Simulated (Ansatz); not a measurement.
# GaP (F-43m): a volume series of phonon spectra

Which modes of GaP drive its thermal expansion?

Measurements to reproduce:
- volume expansion coefficient 15.9 1e-6/K, heat capacity C_P per formula unit 44.2 J/mol/K and bulk modulus 88.7 GPa near room temperature (given in “High-Throughput Prediction of Finite-Temperature Properties using the Quasi-Harmonic Approximation”, 2016, arXiv:1603.06924)

Calculated with Ansatz 0.2.0; DFT LDA, scalar-relativistic, plane waves, PAW.

**1. The structure**

Symmetry: F-43m, No. 216, cubic system. Conventional cell: a = 5.451 Å, b = 5.451 Å, c = 5.451 Å, α = 90.00°, β = 90.00°, γ = 90.00°. Nearest to Ga lie 4 P at 2.36 Å. Nearest to P lie 4 Ga at 2.36 Å. Farther neighbours are not listed.

Coordinates:

```cif
data_structure
_symmetry_space_group_name_H-M 'F-43m'
_symmetry_Int_Tables_number 216
_cell_length_a 5.4505
_cell_length_b 5.4505
_cell_length_c 5.4505
_cell_angle_alpha 90.000
_cell_angle_beta 90.000
_cell_angle_gamma 90.000
_cell_volume 161.92
loop_
_atom_site_label
_atom_site_type_symbol
_atom_site_symmetry_multiplicity
_atom_site_Wyckoff_symbol
_atom_site_fract_x
_atom_site_fract_y
_atom_site_fract_z
_atom_site_occupancy
Ga1 Ga 4 a 0.00000 0.00000 0.00000 1
P1 P 4 d 0.25000 0.25000 0.75000 1
```

**2. A first coarse run**

Before spending time, one coarse run tells the gap and the pressure of the starting cell.

File input.yaml:

```yaml
crystal:
  lattice:
    - [0.0, 2.72525, 2.72525]
    - [2.72525, 0.0, 2.72525]
    - [2.72525, 2.72525, 0.0]
  atoms:
    - { symbol: Ga, position: [0.0, 0.0, 0.0] }
    - { symbol: P, position: [0.25, 0.25, 0.25] }
kpoints:
  mp_grid: { grid: [6, 6, 6] }
hamiltonian:
  xc: lda
scf:
  occupations: { method: gaussian, width: 0.1 }
output:
  forces: true
  stress: true
  eigenvalues: true
```

Command:

```sh
$ ansatz run input.yaml --threads 4 --pin off --max-ram 16384MiB --backend cpu --events-out ev --progress --plain --runs-dir out
```

Numbers of over 12 decimals in the logs are rounded to 6 here.

What it wrote:

```text
Engine: ansatz 0.2.0, x86_64-unknown-linux-gnu
Pseudopotentials: kind: paw
Pseudopotential: Ga, paw, valence charge 13, recommended cutoff 420 eV (normal), Ga.paw.azcp
Pseudopotential: P, paw, valence charge 5, recommended cutoff 420 eV (normal), P.paw.azcp
Functional definition: SPW92
  exchange = slater_x
  correlation = pw_c
Crystal: 2 atoms, lattice volume = 40.481 Å³
Basis set: ecut = 420 eV, 749 PW (Γ)
Bands: 13, of which v1, the nominal top of the filled ones, is band 9 counted from 1 (8 counted from 0)
Symmetry: 24 space group operations
Space group: F-43m (ITA 216), of the structure as read, at distance tolerance 3.4e-5 Å
k-points: 16 of 216 (time reversal used)
Non-local potential: Ga, projectors of the file, l = 0: 2, l = 1: 2, l = 2: 3, l = 3: 1
Non-local potential: P, projectors of the file, l = 0: 2, l = 1: 2, l = 2: 2
PAW form: soft (Blöchl's): semilocal exchange-correlation on the pseudo side does not see the compensation charge
PAW frozen core: Ga, regenerated for the run's functional, and the local potential with it (the file was generated under x = pbe(κ = 0.804, μ = 0.219515), c = pbe(β = 0.066725))
PAW frozen core: P, regenerated for the run's functional, and the local potential with it (the file was generated under x = pbe(κ = 0.804, μ = 0.219515), c = pbe(β = 0.066725))
PAW one-centre angular grid: Ga, 590 points (default); XC on 64 Gauss nodes
PAW one-centre angular grid: P, 110 points (default); XC on 64 Gauss nodes
Initial density: superposition of atomic densities (neutral atoms: chi_scale 0, normalization atom), corrected by the library's trained network
Initial wavefunctions: pseudopotential atomic-orbital guess
Functional: x = slater, c = lda
SCF iter   1: F=—  HF=-4433.744235 eV  |F-HF|=—  |Δ(HF+E_count)|=         —  Δρ=6.00e-3  dr2=1.48e-2  ethr=1.77e-3  ⟨swp⟩=6.1  Hψ=1344  notcnv=0
preconditioner: auto → none  [insulator: Δε(μ)=1.435 eV  Ē_g=15.498 eV  σ=0.100 eV  W_gap=1.00  n_scr=14 (ndim 8)  ℏωp=24.8 eV  f_vac=0.011  D(μ)=0.00/eV (n_scr^D=0)  ε∞_Penn≈3.6]
SCF iter   2: F=—  HF=-4433.739062 eV  |F-HF|=—  |Δ(HF+E_count)|=   5.17e-3  Δρ=2.96e-3  dr2=1.56e-3  ethr=8.21e-5  ⟨swp⟩=1.9  Hψ=376  notcnv=0
SCF iter   3: F=—  HF=-4433.738651 eV  |F-HF|=—  |Δ(HF+E_count)|=   4.11e-4  Δρ=9.40e-4  dr2=2.74e-4  ethr=8.64e-6  ⟨swp⟩=2.0  Hψ=359  notcnv=0
SCF iter   4: F=—  HF=-4433.738550 eV  |F-HF|=—  |Δ(HF+E_count)|=   1.01e-4  Δρ=3.47e-4  dr2=2.23e-5  ethr=1.52e-6  ⟨swp⟩=2.0  Hψ=350  notcnv=0
SCF iter   5: F=—  HF=-4433.738545 eV  |F-HF|=—  |Δ(HF+E_count)|=   4.55e-6  Δρ=1.85e-5  dr2=9.79e-8  ethr=1.24e-7  ⟨swp⟩=2.9  Hψ=362  notcnv=0
SCF iter   6: F=-4433.738545 eV  HF=-4433.738545 eV  |F-HF|=4.29e-9  |Δ(HF+E_count)|=   8.70e-9  Δρ=3.70e-6  dr2=6.63e-9  ethr=5.44e-10  ⟨swp⟩=4.4  Hψ=1121  notcnv=0
SCF 1 converged in 6 iterations: F = -4433.738545 eV  dr2 = 6.63e-9
  greatest PAW one-centre occupation: 0.994 electrons in one spin orbital (limit 2), on the Ga atom at site 0 (counted from 0), in its partial waves of l = 2
SCF converged after 6 iterations
Free energy (F): -4433.738545 eV
Harris-Foulkes:  -4433.738545 eV  (|F-HF|=4.29e-9)
Internal energy: -4433.738545 eV  (E = F + TS)
E sigma→0 (E₀):  -4433.738545 eV
Fermi energy:    7.591949 eV
--- Per-component energies (eV) ---
  E_band       = -64.404390
  E_kinetic    = 186.696888
  E_local      = -2206.027516  (includes V_loc(G=0)·N_el)
  E_nonlocal   = 462.041098
  E_hartree    = 1017.480605
  E_xc         = -130.094121
  E_vxc        = -119.631435  (∫ρ·V_xc dr)
  E_paw        = -2453.036271  (= ΣΔE_a)
  E_vpaw       = -422.446254  (= ΣTr[D̂ρ^β])
  E_aug_tail   = -0.000117  (compensation charges beyond the density's cutoff)
  E_ewald      = -1312.644944
  E_core_change = 1.845831  (= ΣΔE_core)
  E_smearing   = -0.000000  (= −TS)
  E_closure    = 0.000000  (closes the sum)
  Σ components = -4433.738545   (vs F -4433.738545, Δ=0.00e0)
--- Forces (eV/Å), atoms counted from 1 ---
  atom   1  Ga     0.00000000    -0.00000000     0.00000000
  atom   2  P     -0.00000000     0.00000000     0.00000000
  max |Σ_I F_I| component: 9.25e-17 eV/Å
--- Stress (GPa, compression-positive) ---
       -2.730405       0.000000      -0.000000
       -0.000000      -2.730405       0.000000
        0.000000       0.000000      -2.730405
  P = ⅓ Tr σ = -2.7304 GPa (-27.304 kbar)
--- Band table (eV; the first three rows and the last of 16) ---
  k-point 0: bands = [... 5 lower, -5.6732, 6.8480, 6.8480, 6.8480, 8.4543, 10.6292, 10.6292, 10.6292]
  k-point 1: bands = [... 5 lower, -5.3172, 4.4042, 6.4703, 6.4703, 9.0909, 11.1818, 11.1818, 11.7258]
  k-point 2: bands = [... 5 lower, -4.3650, 1.5694, 5.9296, 5.9296, 8.5719, 11.5617, 11.5617, 14.2503]
  k-point 15: bands = [... 5 lower, -2.6005, 0.1418, 3.4274, 3.5340, 10.1911, 10.3705, 14.2598, 14.2846]
```

Run time: 0.35 s. Hardware: 4 threads of Intel Xeon Platinum 8488C (Sapphire Rapids), shared host; peak memory 0.34 GiB.

This step gave:

* pressure: -2.730 GPa
* gap on the k-mesh: 1.491 eV
* volume per atom: 20.24 Å³

The start is under -2.7 GPa at this level and looks like an insulator or semiconductor on this mesh.

**3. Finding the static equilibrium**

Phonons are second derivatives about a minimum, so cell and atoms are relaxed first, inside the symmetry of the start.

input.yaml, the sections that differ from step 2:

```yaml
kpoints:
  mp_grid: { grid: [8, 8, 8] }
scf:
  occupations: { method: gaussian, width: 0.02 }
output:
  forces: true
  stress: true
  eigenvalues: true
  write_density: true
  write_potential: true
  elf: true
  volumetric_format: npy
relax:
  adjacent_minimum: "off"
  f_tol: 0.005
  max_steps: 80
  cell: { stress_tol: 0.05 }
# crystal, hamiltonian: as in step 2
```

What it wrote:

```text
[...]
Crystal: 2 atoms, lattice volume = 40.481 Å³
Basis set: ecut = 420 eV, 749 PW (Γ)
Bands: 13, of which v1, the nominal top of the filled ones, is band 9 counted from 1 (8 counted from 0)
Symmetry: 24 space group operations
[...]
k-points: 29 of 512 (time reversal used)
[...]
SCF iter   1: F=—  HF=-4433.760303 eV  |F-HF|=—  |Δ(HF+E_count)|=         —  Δρ=6.34e-3  dr2=1.69e-2  ethr=1.77e-3  ⟨swp⟩=6.5  Hψ=2585  notcnv=0
[...]
SCF iter   6: F=-4433.754006 eV  HF=-4433.754006 eV  |F-HF|=6.82e-9  |Δ(HF+E_count)|=   1.46e-8  Δρ=4.10e-6  dr2=8.70e-9  ethr=5.56e-10  ⟨swp⟩=10.7  Hψ=2696  notcnv=0
SCF 1 converged in 6 iterations: F = -4433.754006 eV  dr2 = 8.70e-9
[...]
relax step   1: F+E_penalty+E_count = -4433.75400642 eV  Δ(F+E_penalty+E_count) = +0.000e0 eV  max|allowed force component| = 2.683e-16 eV/Å  Δτ_max = 0.0000 Å  P = -2.749 GPa  Ω = 40.481 Å³  (6 SCF iters, dr2 threshold 1.00e-7 eV, accepted)
Crystal: 2 atoms, lattice volume = 39.560 Å³
[...]
iter 1 solved again at ethr=4.96e-6 eV; its pass at ethr=3.10e-3 eV (dr2=8.93e-4 eV) is discarded
[...]
SCF iter   5: F=-4433.764752 eV  HF=-4433.764752 eV  |F-HF|=2.99e-9  |Δ(HF+E_count)|=   3.75e-7  Δρ=1.51e-5  dr2=5.05e-8  ethr=1.11e-9  ⟨swp⟩=11.1  Hψ=3364  notcnv=0
SCF 2 converged in 5 iterations: F = -4433.764752 eV  dr2 = 5.05e-8
  Residual-converged pass: ⟨swp⟩=1.1  Hψ=496  notcnv=0  max |occ|·‖R‖ = 6.9e-9 eV (tolerance 1.0e-8 eV)  dr2=5.05e-8  dr2_onsite=6.49e-9  max |Δocc| = 0.0e0
relax step   2: F+E_penalty+E_count = -4433.76475210 eV  Δ(F+E_penalty+E_count) = -1.075e-2 eV  max|allowed force component| = 4.626e-17 eV/Å  Δτ_max = 0.0000 Å  P = -0.861 GPa  Ω = 39.560 Å³  energy of the carried Pulay correction = +2.548e-4 eV  (5 SCF iters, dr2 threshold 2.00e-7 eV, accepted)
Crystal: 2 atoms, lattice volume = 39.154 Å³
[...]
SCF iter   4: F=-4433.765902 eV  HF=-4433.765902 eV  |F-HF|=2.11e-7  |Δ(HF+E_count)|=   7.77e-7  Δρ=2.39e-5  dr2=1.15e-7  ethr=1.11e-9  ⟨swp⟩=10.5  Hψ=3459  notcnv=0
SCF 3 converged in 4 iterations: F = -4433.765902 eV  dr2 = 1.15e-7
relax step   3: F+E_penalty+E_count = -4433.76590202 eV  Δ(F+E_penalty+E_count) = -1.150e-3 eV  max|allowed force component| = 7.864e-17 eV/Å  Δτ_max = 0.0000 Å  P = +0.052 GPa  Ω = 39.154 Å³  energy of the carried Pulay correction = +3.690e-4 eV  (4 SCF iters, dr2 threshold 2.00e-7 eV, accepted)
[...]
relax step   4: F+E_penalty+E_count = -4433.76589950 eV  Δ(F+E_penalty+E_count) = +2.512e-6 eV  max|allowed force component| = 5.089e-17 eV/Å  Δτ_max = 0.0000 Å  P = +0.001 GPa  Ω = 39.176 Å³  energy of the carried Pulay correction = +3.628e-4 eV  (4 SCF iters, dr2 threshold 6.71e-9 eV, accepted)
[...]
SCF iter   1: F=—  HF=-4433.765545 eV  |F-HF|=—  |Δ(HF+E_count)|=         —  Δρ=3.96e-5  dr2=1.18e-7  ethr=1.45e-6  ⟨swp⟩=3.0  Hψ=3473  notcnv=0
eigensolver tolerance schedule: the retry pair's looser diagonalisation over-reported the residual by 2211.88 of it (diagonalisation noise at an unbounded share of the residual, at the tolerance the schedule requests for it); recorded, not acted on — ethr = c·dr2/N_el stays at c = 1.0e-1
[...]
SCF iter   2: F=—  HF=-4433.765545 eV  |F-HF|=—  |Δ(HF+E_count)|=   2.30e-8  Δρ=2.55e-5  dr2=7.83e-8  ethr=6.53e-10  ⟨swp⟩=2.7  Hψ=689  notcnv=0
[...]
SCF iter   5: F=-4433.765545 eV  HF=-4433.765545 eV  |F-HF|=4.55e-12  |Δ(HF+E_count)|=  5.55e-11  Δρ=2.94e-7  dr2=7.24e-12  ethr=1.00e-12  ⟨swp⟩=7.3  Hψ=2062  notcnv=0
SCF 5 converged in 5 iterations: F = -4433.765545 eV  dr2 = 7.24e-12
relax step   5: F+E_penalty+E_count = -4433.76554488 eV  Δ(F+E_penalty+E_count) = +3.546e-4 eV  max|allowed force component| = 5.667e-17 eV/Å  Δτ_max = 0.0000 Å  P = -0.005 GPa  Ω = 39.176 Å³  stress off target by 4.62e-3 GPa  SCF on the basis re-selected at this cell (its energy is not comparable with the rows above)  (5 SCF iters)
basis re-selected at this cell: Δ(F+E_penalty+E_count) = +3.546e-4 eV, ΔP = -0.005 GPa vs the last step (what re-selecting the basis moved, of the pressure what is left beyond the Pulay correction that the steps carried, after the strain that the cell walked since its last selection, with what the two solves' SCF thresholds leave and, on support functions, any second-order correction that the steps lacked; it is no m [...]
SCF converged after 5 iterations
Free energy (F): -4433.765545 eV
[...]
Internal energy: -4433.765545 eV  (E = F + TS)
E sigma→0 (E₀):  -4433.765545 eV
Fermi energy:    7.976979 eV
[...]
--- Stress (GPa, compression-positive) ---
       -0.004618       0.000000       0.000000
        0.000000      -0.004618       0.000000
        0.000000       0.000000      -0.004618
  P = ⅓ Tr σ = -0.0046 GPa (-0.046 kbar)
--- Band table (eV; the first three rows and the last of 29) ---
  k-point 0: bands = [... 5 lower, -5.5087, 7.2617, 7.2617, 7.2617, 9.1426, 11.0386, 11.0386, 11.0386]
  k-point 1: bands = [... 5 lower, -5.2976, 5.5793, 7.0151, 7.0151, 9.7185, 11.4059, 11.4059, 11.6762]
  k-point 2: bands = [... 5 lower, -4.6974, 3.2512, 6.5579, 6.5579, 9.3632, 11.9249, 11.9249, 13.6086]
  k-point 28: bands = [... 5 lower, -2.2470, 0.4738, 3.4835, 3.6265, 11.8601, 12.1655, 13.2567, 13.3183]
--- Relaxed structure (4 steps of the walk, 4 accepted, 1 SCFs on fresh bases) ---
  F+E_penalty+E_count = -4433.76554488 eV   max|allowed force component| = 5.667e-17 eV/Å   (the final SCF, on the basis selected at the relaxed cell)
  cell:  # Å, volume = 39.1760 Å³
    - [0, 2.695650, 2.695650]
    - [2.695650, 0, 2.695650]
    - [2.695650, 2.695650, 0]
  atoms:
    - { symbol: Ga, position: [0, 0, 0] }
    - { symbol: P, position: [0.25, 0.25, 0.25] }
```

It took 3.4 s on 4 threads; peak memory 0.4 GiB.

The steps of the relaxation:

| step | energy less that of the first step (eV) | largest force component (eV/Å) | pressure (GPa) | volume (Å³) |
| --- | --- | --- | --- | --- |
| 1 | 0.0000 | 0.0000 | -2.75 | 40.48 |
| 2 | -0.0107 | 0.0000 | -0.86 | 39.56 |
| 3 | -0.0119 | 0.0000 | 0.05 | 39.15 |
| 4 | -0.0119 | 0.0000 | 0.00 | 39.18 |
| 5* | -0.0115 | 0.0000 | 0.00 | 39.18 |

Relaxation steps marked * repeat the geometry before them on a plane-wave basis chosen anew for their cell, so energy and pressure can jump there.

The run keeps the 24 symmetry operations that it works with, so distortions that break them were not tested.

| conventional cell, symmetrised | before | after | change |
| --- | --- | --- | --- |
| a (Å) | 5.451 | 5.391 | -1.1 % |
| b (Å) | 5.451 | 5.391 | -1.1 % |
| c (Å) | 5.451 | 5.391 | -1.1 % |
| volume (Å³/atom) | 20.24 | 19.59 | -3.2 % |

The relaxed structure:

```xyz
2
Lattice="0.0000 2.6957 2.6957 2.6957 0.0000 2.6957 2.6957 2.6957 0.0000" Properties=species:S:1:pos:R:3 pbc="T T T"
Ga    0.0000    0.0000    0.0000
P     1.3478    1.3478    1.3478
```

Numbers from this step:

- pressure: -0.004618 GPa
- gap on the k-mesh: 1.431 eV
- volume per atom: 19.59 Å³

Valence density in the ac plane of a cell with a along [110], b along [-110] and c along [001] of the cube at fractional y = 0.000, with atoms of Ga and P within 0.2 Å of it. It is the smooth field of the valence electrons, not physical close to the nuclei.

Values in e/Å³, 8 rows by 16 columns, each cell a mean:
```
10  1  1  1  1  1  1  6 10  1  1  1  1  1  1  6
 0  0  1  1  0  1  0  0  0  0  1  1  0  1  0  0
 0  0  0  1  0  1  0  0  0  0  0  1  0  1  0  0
 0  0  0  0  0  0  0  0  0  0  0  0  0  0  0  0
 0  0  0  0  0  0  0  0  0  0  0  0  0  0  0  0
 0  0  0  0  0  0  0  0  0  0  0  0  0  0  0  0
 1  0  0  0  0  0  0  0  1  0  0  0  0  0  0  0
19  2  0  0  0  0  1 11 19  2  0  0  0  0  1 11
```
Columns run along a (7.6 Å), rows up along c (5.4 Å), edges of the conventional cell, whose origin can differ from the input's. Atoms in or near the plane, at fractional coordinates: Ga at (0.50, 0.00), Ga at (0.00, 0.00), P at (0.75, 0.75), P at (0.25, 0.75).

ELF in the ac plane of a cell with a along [110], b along [-110] and c along [001] of the cube at fractional y = 0.000, with atoms of Ga and P within 0.2 Å of it. It is the smooth field of the valence electrons, not physical close to the nuclei.

Ten even steps from '_' (0.01) to '@' (0.87), each cell a mean:
```
__..--##%%%%%%##--..____::++%%%%%%%%++::__
::--**@@@@##@@@@**--::::==%%@@%%%%@@%%==::
--++%%@@++..++@@%%==----##@@%%::::%%@@**--
::++%%%%..__::%%%%++::--##%%++____++%%##--
..--**##++--++##**--....++##**====**##==..
__..==##%%%%%%**==..____::++##%%%%##++::__
____..==**##**==..________::++##**++::____
______..::--::..____________..::::..______
__________________________________________
....______________......________________..
::::..__________..::::::::..________..::::
::::::..______..::::::::::::________::::::
..::::::......::::::....::::::....::::::..
....::==========::__..__::--========--..__
```
Columns run along a (7.6 Å), rows up along c (5.4 Å), edges of the conventional cell, whose origin can differ from the input's. Atoms in or near the plane, at fractional coordinates: Ga at (0.50, 0.00), Ga at (0.00, 0.00), P at (0.75, 0.75), P at (0.25, 0.75).

Electrostatic potential energy in the ac plane of a cell with a along [110], b along [-110] and c along [001] of the cube at fractional y = 0.000, with atoms of Ga and P within 0.2 Å of it. With pseudopotentials it is smooth inside the atoms' cores, unlike the true potential.

Values in eV, 8 rows by 16 columns, each cell a mean:
```
-15 -10   2  -2  -5   2  -5 -15 -15 -10   2  -2  -5   2  -5 -15
  2   4 -11 -47 -52 -25   3   3   2   4 -11 -47 -52 -25   3   3
 10   8  -6 -39 -44 -18   6  10  10   8  -6 -39 -44 -18   6  10
 11  11   8   4   3   7  10  11  11  11   8   4   3   7  10  11
 11  11  11  11  11  11  11  11  11  11  11  11  11  11  11  11
 10  10  11  11  11  11  11  10  10  10  11  11  11  11  11  10
 -4   3   9  11  11  10   6  -2  -4   3   9  11  11  10   6  -2
-15 -13   4   9  10   7  -7 -16 -15 -13   4   9  10   7  -7 -16
```
Columns run along a (7.6 Å; values clipped at the 3rd and 97th percentile), rows up along c (5.4 Å), edges of the conventional cell, whose origin can differ from the input's. Atoms in or near the plane, at fractional coordinates: Ga at (0.50, 0.00), Ga at (0.00, 0.00), P at (0.75, 0.75), P at (0.25, 0.75).

The relaxation ends with a pressure of 0.00 GPa.

**4. Relaxing to small residual forces and stress**

The relaxation is repeated with tighter thresholds on force and stress, since phonons are sensitive to what is left; a change of mesh or smearing in the input moves the cell too.

File input.yaml:

```yaml
crystal:
  lattice:
    - [0.0, 2.6956500719, 2.6956500719]
    - [2.6956500719, 0.0, 2.6956500719]
    - [2.6956500719, 2.6956500719, 0.0]
  atoms:
    - { symbol: Ga, position: [0.0, 0.0, 0.0] }
    - { symbol: P, position: [0.25, 0.25, 0.25] }
kpoints:
  mp_grid: { grid: [8, 8, 8] }
hamiltonian:
  xc: lda
scf:
  occupations: { method: fixed }
output:
  forces: true
  stress: true
  eigenvalues: true
relax:
  adjacent_minimum: "off"
  f_tol: 0.001
  max_steps: 60
  cell: { stress_tol: 0.01 }
```

What it wrote:

```text
[...]
Crystal: 2 atoms, lattice volume = 39.176 Å³
Basis set: ecut = 420 eV, 749 PW (Γ)
Bands: 13, of which v1, the nominal top of the filled ones, is band 9 counted from 1 (8 counted from 0)
Symmetry: 24 space group operations
[...]
k-points: 29 of 512 (time reversal used)
[...]
k-point 28: bands = [... 5 lower, -2.2470, 0.4738, 3.4835, 3.6265, 11.8601, 12.1655, 13.2567, 13.3183]
--- Relaxed structure (1 steps of the walk, 1 accepted, 1 SCFs on fresh bases) ---
[...]
cell:  # Å, volume = 39.1760 Å³
    - [0.0, 2.6956500719, 2.6956500719]
    - [2.6956500719, 0.0, 2.6956500719]
    - [2.6956500719, 2.6956500719, 0.0]
  atoms:
    - { symbol: Ga, position: [0.0, 0.0, 0.0] }
    - { symbol: P, position: [0.25, 0.25, 0.25] }
[key lines of the parts left out:]
SCF converged after 6 iterations
Free energy (F): -4433.765545 eV
Fermi energy:    7.261654 eV
P = ⅓ Tr σ = -0.0046 GPa (-0.046 kbar)
```

Elapsed: 0.99 s, on 4 threads; peak memory 0.39 GiB; 3.1 s of CPU time.

Little changed from the start: no atom moved by 0.005 Å and no cell edge by 0.1 %.

The residual pressure is -0.0046 GPa, small enough for phonons.

(Continued in part 2 of 4.)

[Logs are printed without paths, hosts, clocks, repeated set-up lines and the standing remarks that a program may print on its own settings, such as how far it seeks lower states.]

[Hosts, paths, dates, database ids (printed as entryN), source tags and the programs' standing remarks are cut or masked in the printed files.]

[A step with changed settings may run another functional than the one named; its input shows which.]

[Of the runs on displaced cells, only some may be shown.]
